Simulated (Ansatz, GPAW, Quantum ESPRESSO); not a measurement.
# TiSi2: valence-band photoemission, part 7 of 7

What would valence photoemission of TiSi2 look like, and what sets its shape?

Ansatz 0.2.0, Quantum ESPRESSO 7.5 and GPAW 26.7.0; DFT, LDA, plane-wave PAW, default files, scalar-relativistic (the session's first sound run).

So far. Step 3 (The same cell in Quantum ESPRESSO): The run ends at a pressure of -5.35 GPa, with forces up to 0.096 eV/Å. Step 6 (Quantum ESPRESSO: bands): Of the bands kept, 2 cross the Fermi level on this path.

## (9) Other settings: hamiltonian.hubbard and scf.eigensolver.kind = "davidson"

This step: DFT, LDA, plane-wave PAW, default files, scalar-relativistic; changed: hamiltonian.hubbard = {"sites": [{"species": "Ti", "l": "d", "u_eff": 3.0}], "double_counting": "fll"}, scf.eigensolver.kind = "davidson" (Ansatz 0.2.0).

Some settings are changed to see whether the read-outs move.

File input.yaml:

```yaml
crystal:
  lattice:
    - [1.765105025, -6.759281535, 0.0]
    - [1.765105025, 6.759281535, 0.0]
    - [0.0, 0.0, 3.56517397]
  atoms:
    - { symbol: Ti, position: [0.10311808, 0.89688192, 0.25] }
    - { symbol: Ti, position: [0.89688192, 0.10311808, 0.75] }
    - { symbol: Si, position: [0.75031482, 0.24968518, 0.25] }
    - { symbol: Si, position: [0.24968518, 0.75031482, 0.75] }
    - { symbol: Si, position: [0.44174855, 0.55825145, 0.25] }
    - { symbol: Si, position: [0.55825145, 0.44174855, 0.75] }
kpoints:
  mp_grid: { grid: [10, 10, 10] }
scf:
  occupations: { method: fermi_dirac, width: 0.05 }
  n_extra_bands: 16
  eigensolver: { kind: davidson }
hamiltonian:
  xc: lda
  pseudopotentials: { kind: paw }
  hubbard: { sites: [{ species: Ti, l: d, u_eff: 3.0 }], double_counting: fll }
output:
  forces: true
  stress: true
  dos:
    projected: true
    de: 0.05
    e_range: [-30, 12]
    nscf_kmesh: { grid: [16, 16, 16] }
```

Launch:

```bash
$ ansatz run input.yaml --threads 4 --pin off --max-ram 8192MiB --backend cpu --events-out ev --progress --plain --runs-dir out
```

Numbers of over 12 decimals in the logs are rounded to 6 here.

The program printed:

```text
Ti: projections on atomic orbitals take those of the free atom [Ne] 3s2 3p6 3d2 4s2, of charge +0.00 (hamiltonian.pseudopotentials.projection_atoms); the dataset's partial waves leave at most 4.1e-7 of an orbital's norm unspanned inside its sphere
Si: projections on atomic orbitals take those of the free atom [Ne] 3s2 3p2, of charge +0.00 (hamiltonian.pseudopotentials.projection_atoms); the dataset's partial waves leave at most 6.1e-8 of an orbital's norm unspanned inside its sphere
[...]
davidson cushion auto → off  (block headroom 16 ≥ Hubbard manifold empty extent 8; pin scf.eigensolver.cushion to override)
Crystal: 6 atoms, lattice volume = 85.071 Å³
Basis set: ecut = 420 eV, 1669 PW (Γ)
Bands: 36, of which v1, the nominal top of the filled ones, is band 20 counted from 1 (19 counted from 0)
Symmetry: 8 space group operations
[...]
k-points: 186 of 1000
[...]
iter 1 solved again at ethr=3.86e-3 eV; its pass at ethr=1.00e-1 eV (dr2=1.55e0 eV) is discarded
[...]
SCF iter   9: F=-7332.729624 eV  HF=-7332.729624 eV  |F-HF|=8.17e-9  |Δ(HF+E_count)|=   3.15e-8  Δρ=3.90e-6  dr2=1.17e-8  ethr=6.83e-10  ⟨swp⟩=2.8  Hψ=10887  notcnv=0  defer=5
the search or the solves at the SCF's close seem to have found levels that the self-consistency loop had missed (the run counts 3). By its estimate they hold under 1e-12 electrons; where the run keeps them, the occupations were computed again with them
SCF 1 converged in 9 iterations: F = -7332.729624 eV  dr2 = 1.17e-8
  Residual-converged pass: ⟨swp⟩=3.0  Hψ=13828  notcnv=0  max |occ|·‖R‖ = 6.2e-6 eV (tolerance 6.7e-6 eV)  dr2=1.08e-8  dr2_onsite=2.92e-9  max |Δocc| = 1.4e-9
[...]
NSCF: frozen V_eff on 657 k-points
SCF converged after 9 iterations
Free energy (F): -7332.729624 eV
[...]
Internal energy: -7332.717314 eV  (E = F + TS)
E sigma→0 (E₀):  -7332.723469 eV
Entropy (-TS):   -0.012310 eV (-2.052 meV/atom)
Fermi energy:    12.848563 eV
[...]
--- Forces (eV/Å), atoms counted from 1 ---
  atom   1  Ti     0.00000000    -0.02308385     0.00000000
  atom   2  Ti     0.00000000     0.02308385     0.00000000
  atom   3  Si     0.00000000     0.02620146     0.00000000
  atom   4  Si     0.00000000    -0.02620146     0.00000000
  atom   5  Si     0.00000000     0.14224744     0.00000000
  atom   6  Si     0.00000000    -0.14224744     0.00000000
  max |Σ_I F_I| component: 2.78e-17 eV/Å
--- Stress (GPa, compression-positive) ---
       -3.049576       0.000000       0.000000
        0.000000      -2.702246       0.000000
        0.000000       0.000000      -3.106574
  P = ⅓ Tr σ = -2.9528 GPa (-29.528 kbar)
--- Band table (eV; the first three rows and the last of 186) ---
  k-point 0: bands = [... 16 lower, 10.7169, 10.8393, 10.9803, 13.1798, 13.5219, 13.5330, 13.7743, 14.1795, ... 12 higher]
  k-point 1: bands = [... 16 lower, 10.8760, 10.9844, 11.1996, 12.9447, 13.2912, 13.5984, 13.9015, 14.5301, ... 12 higher]
  k-point 2: bands = [... 16 lower, 11.0619, 11.0795, 12.0609, 12.5261, 13.0709, 13.3078, 14.3844, 14.4305, ... 12 higher]
  k-point 185: bands = [... 16 lower, 10.7348, 10.7348, 11.9804, 11.9804, 13.3830, 13.3830, 14.7035, 14.7035, ... 12 higher]
Occupation matrices written to <dir>
```

Wall time 25 s (4 threads of Intel Xeon at 2.60GHz (Ice Lake), shared host); peak memory 1.9 GiB; 95 s of CPU time.

This step gave:

| Quantity | Value |
| --- | --- |
| free energy | -7332.7296 eV |
| energy at zero smearing | -7332.7235 eV |
| smearing term TS | 0.01231 eV |
| Fermi energy | 12.85 eV |
| pressure | -2.953 GPa |
| share of occupied states in no projected shell | 0.0165 of the occupied states in the window |
| DOS at the Fermi level | 1.399 states/eV/cell |

The DOS has structure finer than the step of the table below, so its rows give means over 0.5 eV, whole bins alone (the curve runs from -14.6 to 6.22 eV). Peaks (eV: height): total -2.38: 4.67, 2.02: 7.78, 2.33: 7.27, 3.12: 5.85; Si 3p -3.08: 2.60, 3.23: 1.56, 4.22: 1.71, 5.12: 1.71; Ti 3d -1.48: 2.30, 2.02: 5.70, 2.33: 4.54; Si 3s -10.88: 0.975, -7.67: 0.862, 2.33: 0.882, 3.12: 0.692; Ti 4s -5.38: 0.190, 3.12: 0.418, 3.62: 0.367, 6.03: 0.266.

* holds the states left over by the projection beside any projected weight of its own. DOS against E, zero at the Fermi level; means over each step; values in states/eV/cell:

| E (eV) | total | Si 3p | Ti 3d | Si 3s | Ti 4s | Ti 4p* |
| --- | --- | --- | --- | --- | --- | --- |
| -13.5 | 0 | 0 | 0 | 0 | 0 | 0 |
| -13.0 | 0.172 | 0.00981 | 3.0e-4 | 0.0901 | 0.0707 | 4.1e-4 |
| -12.5 | 0.507 | 0.0683 | 0.00203 | 0.270 | 0.163 | 0.00295 |
| -12.0 | 0.651 | 0.133 | 0.00597 | 0.340 | 0.165 | 0.00631 |
| -11.5 | 0.913 | 0.219 | 0.0155 | 0.487 | 0.179 | 0.0123 |
| -11.0 | 1.33 | 0.341 | 0.0402 | 0.774 | 0.156 | 0.0223 |
| -10.5 | 1.34 | 0.388 | 0.0636 | 0.764 | 0.103 | 0.0226 |
| -10.0 | 1.33 | 0.431 | 0.0834 | 0.722 | 0.0708 | 0.0207 |
| -9.5 | 1.08 | 0.365 | 0.0858 | 0.573 | 0.0398 | 0.0159 |
| -9.0 | 1.08 | 0.387 | 0.105 | 0.529 | 0.0436 | 0.0127 |
| -8.5 | 1.09 | 0.412 | 0.109 | 0.509 | 0.0475 | 0.0126 |
| -8.0 | 1.46 | 0.546 | 0.151 | 0.679 | 0.0675 | 0.0186 |
| -7.5 | 1.44 | 0.489 | 0.170 | 0.717 | 0.0441 | 0.0197 |
| -7.0 | 1.06 | 0.361 | 0.137 | 0.504 | 0.0400 | 0.0138 |
| -6.5 | 1.43 | 0.606 | 0.170 | 0.518 | 0.116 | 0.0181 |
| -6.0 | 1.26 | 0.760 | 0.139 | 0.255 | 0.0904 | 0.0154 |
| -5.5 | 1.94 | 1.23 | 0.225 | 0.315 | 0.141 | 0.0309 |
| -5.0 | 2.06 | 1.31 | 0.268 | 0.309 | 0.139 | 0.0369 |
| -4.5 | 1.99 | 1.29 | 0.306 | 0.246 | 0.113 | 0.0407 |
| -4.0 | 2.75 | 1.83 | 0.462 | 0.276 | 0.109 | 0.0686 |
| -3.5 | 3.25 | 2.17 | 0.696 | 0.235 | 0.0668 | 0.0860 |
| -3.0 | 3.83 | 2.39 | 1.07 | 0.213 | 0.0536 | 0.107 |
| -2.5 | 4.13 | 2.17 | 1.64 | 0.173 | 0.0385 | 0.114 |
| -2.0 | 3.68 | 1.60 | 1.83 | 0.125 | 0.0253 | 0.108 |
| -1.5 | 3.47 | 1.22 | 1.95 | 0.152 | 0.0199 | 0.127 |
| -1.0 | 2.40 | 0.716 | 1.49 | 0.0913 | 0.0127 | 0.0972 |
| -0.5 | 1.54 | 0.365 | 1.06 | 0.0430 | 0.00743 | 0.0670 |
| 0.0 | 1.59 | 0.302 | 1.16 | 0.0432 | 0.00745 | 0.0728 |
| 0.5 | 2.74 | 0.589 | 1.84 | 0.142 | 0.0267 | 0.140 |
| 1.0 | 3.87 | 0.826 | 2.38 | 0.357 | 0.0570 | 0.250 |
| 1.5 | 5.46 | 1.02 | 3.48 | 0.451 | 0.155 | 0.352 |
| 2.0 | 6.71 | 0.922 | 4.75 | 0.526 | 0.185 | 0.326 |
| 2.5 | 6.31 | 1.07 | 3.76 | 0.782 | 0.303 | 0.401 |
| 3.0 | 5.47 | 1.32 | 2.67 | 0.628 | 0.386 | 0.466 |
| 3.5 | 4.15 | 1.27 | 1.69 | 0.398 | 0.334 | 0.466 |
| 4.0 | 4.18 | 1.53 | 1.35 | 0.337 | 0.314 | 0.649 |
| 4.5 | 3.52 | 1.41 | 0.919 | 0.250 | 0.243 | 0.691 |
| 5.0 | 3.38 | 1.43 | 0.714 | 0.235 | 0.217 | 0.782 |
| 5.5 | 3.05 | 1.34 | 0.532 | 0.202 | 0.170 | 0.805 |

This run's widths, added to any smearing of the DOS itself: Gaussian 0.6 eV, Lorentzian 0.2 eV plus 0.05 an eV of depth. The intensity by binding energy, zero at the Fermi level; values in % of the maximum within 13 eV:

| binding energy (eV) | 21.2 eV | 40.8 eV | 600 eV | 1486.7 eV | 5950 eV |
| --- | --- | --- | --- | --- | --- |
| -1.0 | 2.77 | 2.78 | 2.90 | 3.06 | 1.82 |
| -0.5 | 7.49 | 7.48 | 6.79 | 6.39 | 3.14 |
| 0.0 | 33.2 | 32.9 | 27.2 | 23.3 | 9.32 |
| 0.5 | 61.3 | 60.9 | 50.8 | 43.6 | 17.1 |
| 1.0 | 82.4 | 82.0 | 72.1 | 64.3 | 27.1 |
| 1.5 | 98.4 | 98.3 | 91.1 | 84.0 | 37.0 |
| 2.0 | 98.3 | 98.5 | 98.2 | 93.3 | 41.9 |
| 2.5 | 86.2 | 87.1 | 98.3 | 99.9 | 49.3 |
| 3.0 | 64.2 | 65.7 | 88.2 | 97.8 | 54.9 |
| 3.5 | 45.9 | 47.5 | 75.5 | 91.0 | 58.0 |
| 4.0 | 32.8 | 34.5 | 63.5 | 83.1 | 60.1 |
| 4.5 | 24.3 | 25.8 | 53.0 | 74.1 | 59.1 |
| 5.0 | 20.1 | 21.6 | 49.5 | 73.5 | 63.0 |
| 5.5 | 16.7 | 18.2 | 45.3 | 70.3 | 63.3 |
| 6.0 | 13.3 | 14.6 | 39.5 | 65.4 | 62.9 |
| 6.5 | 12.1 | 13.5 | 40.1 | 71.9 | 74.6 |
| 7.0 | 11.3 | 12.7 | 40.3 | 75.8 | 81.3 |
| 7.5 | 11.4 | 13.0 | 43.7 | 84.2 | 91.4 |
| 8.0 | 10.6 | 12.3 | 43.2 | 83.9 | 91.5 |
| 8.5 | 9.01 | 10.5 | 38.6 | 75.5 | 82.7 |
| 9.0 | 8.01 | 9.51 | 36.9 | 73.3 | 81.1 |
| 9.5 | 7.29 | 8.90 | 38.0 | 77.1 | 86.5 |
| 10.0 | 6.69 | 8.49 | 40.4 | 83.7 | 95.4 |
| 10.5 | 5.64 | 7.65 | 40.6 | 86.1 | 99.9 |
| 11.0 | 3.87 | 6.26 | 37.0 | 79.9 | 94.4 |
| 11.5 | - | 4.54 | 29.1 | 64.0 | 77.2 |
| 12.0 | - | 3.16 | 21.7 | 48.4 | 59.5 |
| 12.5 | - | 2.16 | 15.4 | 34.8 | 43.4 |
| 13.0 | - | 1.33 | 9.15 | 20.7 | 26.0 |
| 13.5 | - | 0.794 | 4.74 | 10.5 | 13.0 |
| 14.0 | - | 0.542 | 2.79 | 6.00 | 7.23 |
| 14.5 | - | 0.417 | 1.93 | 4.06 | 4.81 |

Spectra as before, but with a recipe of its own (widths, and in some runs the light), which changes peak heights and what is resolved: Gaussian 0.6 eV, Lorentzian 0.2 eV plus 0.05 times the binding energy, unpolarised light, analyser at 45°, Fermi edge at 300 K; some photon energies differ too.

The two runs compared:

| quantity | this run | base run | difference |
| --- | --- | --- | --- |
| DOS at the Fermi level (states/eV/cell) | 1.3993 | 1.3557 | 0.0436 |

## (10) One cell, several programs

Same cell, functional and SCF mesh; potentials, basis and cutoffs are each program's own. Levels count from each run's own zero.

| quantity | Ansatz | QE | GPAW |
| --- | --- | --- | --- |

## (11) Other settings

This step: DFT, LDA, plane-wave PAW, default files, with spin-orbit coupling; changed: kpoints.mp_grid.grid = [8, 8, 8], crystal.symmetry = {"detect": false}, hamiltonian.pseudopotentials = {"kind": "paw_fr"}, magnetization = {"noncollinear": true, "spin_orbit": true} (Ansatz 0.2.0).

Other settings are tried.

Edit input.yaml of step 9 so:

```diff
@@ -12,4 +12,5 @@
     - { symbol: Si, position: [0.55825145, 0.44174855, 0.75] }
+  symmetry: { detect: false }
 kpoints:
-  mp_grid: { grid: [10, 10, 10] }
+  mp_grid: { grid: [8, 8, 8] }
 scf:
@@ -17,7 +18,5 @@
   n_extra_bands: 16
-  eigensolver: { kind: davidson }
 hamiltonian:
   xc: lda
-  pseudopotentials: { kind: paw }
-  hubbard: { sites: [{ species: Ti, l: d, u_eff: 3.0 }], double_counting: fll }
+  pseudopotentials: { kind: paw_fr }
 output:
@@ -30 +29,4 @@
     nscf_kmesh: { grid: [16, 16, 16] }
+magnetization:
+  noncollinear: true
+  spin_orbit: true
```

The program printed:

```text
scf.n_extra_bands = 16 over 40 filled bands (N_el = 40.0): the run solves 56 bands
Engine: ansatz 0.2.0, x86_64-unknown-linux-gnu
Pseudopotentials: kind: paw_fr
Pseudopotential: Ti, paw_fr, valence charge 12, recommended cutoff 420 eV (normal), Ti.paw.azcp#standard-fr
Pseudopotential: Si, paw_fr, valence charge 4, recommended cutoff 420 eV (normal), Si.paw.azcp#standard-fr
Functional definition: SPW92
  exchange = slater_x
  correlation = pw_c
non-collinear run that drives no moment, with spin-orbit: no starting moment large enough to seed its density (crystal.atoms[].spin), no starting occupations that ask for one, no magnetisation constraint and no magnetic field, so the semilocal B_xc is pinned to zero
Crystal: 6 atoms, lattice volume = 85.071 Å³
Basis set: ecut = 420 eV, 1669 PW (Γ)
Bands: 56, of which v1, the nominal top of the filled ones, is band 40 counted from 1 (39 counted from 0)
Symmetry: 1 space group operations
k-points: 512
Projection manifold: j_resolved (fully-relativistic pseudo-atomic orbitals)
Non-local potential: Ti, projectors of the file, l = 0: 3, l = 1: 4, l = 2: 6, l = 3: 2
Non-local potential: Si, projectors of the file, l = 0: 2, l = 1: 4, l = 2: 4
PAW form: soft (Blöchl's): semilocal exchange-correlation on the pseudo side does not see the compensation charge
PAW frozen core: Ti, regenerated for the run's functional, and the local potential with it (the file was generated under x = pbe(κ = 0.804, μ = 0.219515), c = pbe(β = 0.066725))
PAW frozen core: Si, regenerated for the run's functional, and the local potential with it (the file was generated under x = pbe(κ = 0.804, μ = 0.219515), c = pbe(β = 0.066725))
PAW one-centre angular grid: Ti, 590 points (default); XC on 64 Gauss nodes
PAW one-centre angular grid: Si, 110 points (default); XC on 64 Gauss nodes
Initial density: superposition of atomic densities (chi_scale 0.1, normalization cell, long waves kept (reshape's long-wave potential 0.03 eV rms))
Initial wavefunctions: pseudopotential atomic-orbital guess
Functional: x = slater, c = lda
SCF iter   1: F=—  HF=-7339.937104 eV  |F-HF|=—  |Δ(HF+E_count)|=         —  Δρ=3.49e-2  dr2=2.58e0  dr2_m=1.07e-9 (ungated)  ethr=3.10e-3  |M|=1.70e-6 ∫|m|=1.55e-4 μB  |m|>n=0.0e0 m-floor=0.0e0 τ_xc=0.0e0  β_m=0.30  ⟨swp⟩=6.2  Hψ=143349  notcnv=0  defer=86
preconditioner: auto → Kerker (q_TF=auto, 2.406 Å⁻¹)  [metal: Δε(μ)=0.014 eV  Ē_g=6.678 eV  σ=0.050 eV  W_gap=0.07  n_scr=18 (ndim 8)  ℏωp=19.7 eV  f_vac=0.000  D(μ)=1.58/eV (n_scr^D=4)]
spin=Noncollinear: Kerker preconditioning applied to the charge; magnetization (m_x, m_y, m_z) channels mix plain (no charge-response kernel on spin).
SCF iter   2: F=—  HF=-7339.684262 eV  |F-HF|=—  |Δ(HF+E_count)|=   2.53e-1  Δρ=2.61e-2  dr2=1.31e0  dr2_m=7.89e-10 (ungated)  ethr=3.10e-3  |M|=3.36e-6 ∫|m|=1.08e-4 μB  |m|>n=0.0e0 m-floor=0.0e0 τ_xc=0.0e0  β_m=0.65  ⟨swp⟩=1.6  Hψ=34421  notcnv=0  defer=1340
SCF iter   3: F=—  HF=-7339.398539 eV  |F-HF|=—  |Δ(HF+E_count)|=   2.86e-1  Δρ=1.16e-2  dr2=2.36e-1  dr2_m=3.01e-9 (ungated)  ethr=3.10e-3  |M|=5.37e-7 ∫|m|=4.41e-5 μB  |m|>n=0.0e0 m-floor=0.0e0 τ_xc=0.0e0  β_m=0.57  ⟨swp⟩=3.0  Hψ=47763  notcnv=0  defer=1340
SCF iter   4: F=—  HF=-7339.358205 eV  |F-HF|=—  |Δ(HF+E_count)|=   4.03e-2  Δρ=2.37e-3  dr2=4.76e-3  dr2_m=2.11e-9 (ungated)  ethr=5.89e-4  |M|=5.32e-7 ∫|m|=5.00e-5 μB  |m|>n=0.0e0 m-floor=0.0e0 τ_xc=0.0e0  β_m=0.78  ⟨swp⟩=2.9  Hψ=43566  notcnv=0  defer=2576
SCF iter   5: F=—  HF=-7339.356844 eV  |F-HF|=—  |Δ(HF+E_count)|=   1.36e-3  Δρ=5.10e-4  dr2=4.46e-4  dr2_m=5.07e-10 (ungated)  ethr=1.19e-5  |M|=3.83e-8 ∫|m|=5.48e-6 μB  |m|>n=0.0e0 m-floor=0.0e0 τ_xc=0.0e0  β_m=0.89  ⟨swp⟩=2.1  Hψ=36001  notcnv=0  defer=2576
SCF iter   6: F=—  HF=-7339.356778 eV  |F-HF|=—  |Δ(HF+E_count)|=   6.57e-5  Δρ=1.98e-4  dr2=5.52e-5  dr2_m=7.45e-12 (ungated)  ethr=1.12e-6  |M|=1.71e-7 ∫|m|=1.14e-6 μB  |m|>n=0.0e0 m-floor=0.0e0 τ_xc=0.0e0  β_m=0.95  ⟨swp⟩=2.2  Hψ=35953  notcnv=0  defer=2576
SCF iter   7: F=—  HF=-7339.356828 eV  |F-HF|=—  |Δ(HF+E_count)|=   5.01e-5  Δρ=3.54e-4  dr2=2.29e-4  dr2_m=8.94e-14 (ungated)  ethr=1.38e-7  |M|=9.21e-8 ∫|m|=7.41e-7 μB  |m|>n=0.0e0 m-floor=0.0e0 τ_xc=0.0e0  β_m=0.63  ⟨swp⟩=2.0  Hψ=44665  notcnv=0  defer=2576  recentre
SCF iter   8: F=—  HF=-7339.356809 eV  |F-HF|=—  |Δ(HF+E_count)|=   1.90e-5  Δρ=2.03e-5  dr2=3.32e-7  dr2_m=4.23e-12 (ungated)  ethr=1.38e-7  |M|=1.10e-7 ∫|m|=4.38e-7 μB  |m|>n=0.0e0 m-floor=0.0e0 τ_xc=0.0e0  β_m=0.82  ⟨swp⟩=2.5  Hψ=40538  notcnv=0  defer=2576
SCF iter   9: F=-7339.356809 eV  HF=-7339.356809 eV  |F-HF|=8.66e-9  |Δ(HF+E_count)|=   4.12e-8  Δρ=3.71e-6  dr2=1.32e-8  dr2_m=3.77e-14 (ungated)  ethr=2.50e-10  |M|=1.50e-9 ∫|m|=4.02e-9 μB  |m|>n=0.0e0 m-floor=0.0e0 τ_xc=0.0e0  ⟨swp⟩=11.6  Hψ=126791  notcnv=0
SCF 1 converged in 9 iterations: F = -7339.356809 eV  dr2 = 1.32e-8
[...]
NSCF: frozen V_eff on 4096 k-points
```

Elapsed: 3 min, on 4 threads; peak memory 5 GiB.

The run was cut off at the time limit after its SCF cycle had converged; no result of it is taken.

## (12) Results

- least gap on the mesh and the path: under 0.05 eV or none
- strongest listed peak within 13 eV of the zero, at 1486.7 eV: 2.5 eV binding, led by Si 3p
- strongest listed peak within 13 eV of the zero, at 21.2 eV: 2.1 eV binding, mostly Ti 3d
- Ti 3d centre of the filled part: -2.72 eV (3.3 states an atom)
- LDA (20 s on 4 threads): no clear gap, highest Al Kα peak within 13 eV at 2.5 eV (Si 3p)
- qe: no clear gap, highest Al Kα peak within 13 eV at 10.5 eV (Si 3s)
- other settings (25 s on 4 threads): no clear gap, highest Al Kα peak within 13 eV at 2.5 eV (Si 3p)

TiSi2 is without a gap at the base level, and its valence spectrum changes with photon energy as the shells' cross sections do. At 21.2 eV the valence spectrum has its highest listed peak within 10.8 eV at 2.1 eV (Ti 3d). At 1486.7 eV the valence spectrum has its highest listed peaks within 13 eV at 2.5 eV (mixed, Si 3p leading), 5.1 eV (Si 3s), 6.5 eV (Si 3s), 7.7 eV (Si 3s) and 10.6 eV (Si 3s). The shell named is the one with most of the intensity, cross sections included, not always the one with most states there. In the main run, from 1486.7 eV towards hard X-rays the Si 3s share grows by 22 points, as its cross section falls more slowly with photon energy than those of the shells it gains on. At 21.2 eV the area is led by Ti 3d (88 %), at 9251.7 eV by Si 3s (81 %), since cross sections fall faster with photon energy for shells of higher angular momentum. These are Kohn–Sham levels; self-energy shifts and satellites are missing. Each run has its own recipe for the spectra (widths, photon energies, in some runs the light), so peak heights and places can differ between runs for that reason too. The structure comes from a computed Materials Project entry, not from a measurement.

[Logs are printed without paths, hosts, clocks, repeated set-up lines and the standing remarks that a program may print on its own settings, such as how far it seeks lower states.]

[Hosts, paths, dates, database ids (printed as entryN), source tags and the programs' standing remarks are cut or masked in the printed files.]

[Maps of the electrostatic potential energy from Ansatz leave out the sawtooth potential of an applied field or a dipole correction, so their vacuum need not be flat; work functions include it.]

[Peak lists hold at most the 14 tallest peaks of each spectrum; further lines can be left out.]
